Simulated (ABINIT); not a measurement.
# Calculated records

NaFeN (P6_3mc): a self-consistent loop beyond G0W0, cycle by cycle. It takes space group P6_3mc (No. 186, hexagonal). Conventional cell: a = 2.979 Å, b = 2.979 Å, c = 9.678 Å, α = 90.00°, β = 90.00°, γ = 120.00°. Nearest to Na lie 4 N at 2.55 to 2.95 Å and 3 Fe at 2.91 Å and 6 Na at 2.98 Å. Nearest to Fe lie 3 N at 1.78 Å. Nearest to N lie 3 Fe at 1.78 Å and 4 Na at 2.55 to 2.95 Å. Farther neighbours, and contacts between anions beyond the nearest, are not listed. The calculation used RPA screening on PBE from quasiparticle energies, plane waves, norm-conserving pseudopotentials (and 5 further levels or steps) in ABINIT 10.8.3, with cutoff 41 Ha, PseudoDojo scalar-relativistic 0.4.1 standard, norm-conserving, ngkpt (3, 3, 1), nband 120, ecuteps 4.8 Ha, gwcalctyp 10, inclvkb 2, shiftk (0, 0, 0), symchi 1, awtr 1, frequency ppm, cycle 2, q points all but q = 0, 3×3×1 k-mesh. The G0W0 is 1.066 eV and the evGW0, cycle 1 is 1.134 eV. The evGW0, cycle 2 is 1.061 eV and the evGW0, cycle 3 is 1.081 eV. The evGW0, cycle 4 is 1.075 eV, the evGW, cycle 1 is 1.118 eV and the evGW, cycle 2 is 1.117 eV. The known limits are short of the basis limit; mesh may overstate the screening; no spin polarisation; d states lean on the start; coarse k mesh. Only the bands that the input lists are updated; the higher empty ones keep the functional's energies. The evGW loop starts from the last levels of evGW0, so its cycles and time come on top of those. This run has no spin polarisation, although Fe can carry a moment. The program's warnings: nproc spkpt=  >= nkpt= * nsppol=. The cell and positions are those that the Materials Project relaxed with its own functionals (PBE, PBE+U or r2SCAN), kept fixed. Limits: no spin polarisation; d states lean on the start. The first cycle of evGW0 takes the full correction, without the factor Z, so it overshoots the one-shot value. The 3×3×1 mesh is coarse for this cell, which bears on the long-range parts of exchange and screening. The RPA ε∞ on this mesh reaches over 25; with a narrow direct gap a coarse mesh can overstate it, and the correction is then too small. The runs have no spin polarisation. For a closed low-spin shell that is the natural state; where a d or f shell is open it is a constraint, and the gap is then not the crystal's own.

```
Na Fe N
1.0
     2.97920    0.00000    0.00000
    -1.48960    2.58006    0.00000
     0.00000    0.00000    9.67759
Na Fe N
2 2 2
Direct
  0.66667 0.33333 0.76069
  0.33333 0.66667 0.26069
  0.00000 0.00000 0.51817
  0.00000 0.00000 0.01817
  0.33333 0.66667 0.56578
  0.66667 0.33333 0.06578
```

[Long decimals in the printed logs are rounded to 6 places.]

[Logs are printed without paths, hosts, clocks, repeated set-up lines and the standing remarks that a program may print on its own settings, such as how far it seeks lower states.]

[Paths, hosts, dates, memory and timing lines, banners, echoed tables and standing remarks are left out of the program output; an Ansatz launch command may be rebuilt from the run's recorded settings. Measured values are a selection of at most five: reports struck by readers or far from the other reports are left out. None is set beside runs whose start may be inverted or whose files or cutoffs have a known fault.]

[Runs of the session that timed out or met a known fault of the program may be left out.]

[Hosts, paths, dates, database ids (printed as entryN), source tags and the programs' standing remarks are cut or masked in the printed files.]

[G0W0 gaps are taken among the corrected bands and points alone; a level outside them can change the order at an edge.]

[Where Ansatz stands beside ABINIT at settings called matched, ABINIT's density can come from a denser mesh and the files from another edition; pairs whose starting gaps differed by over 0.03 eV were left out, so agreement reads better than it is.]
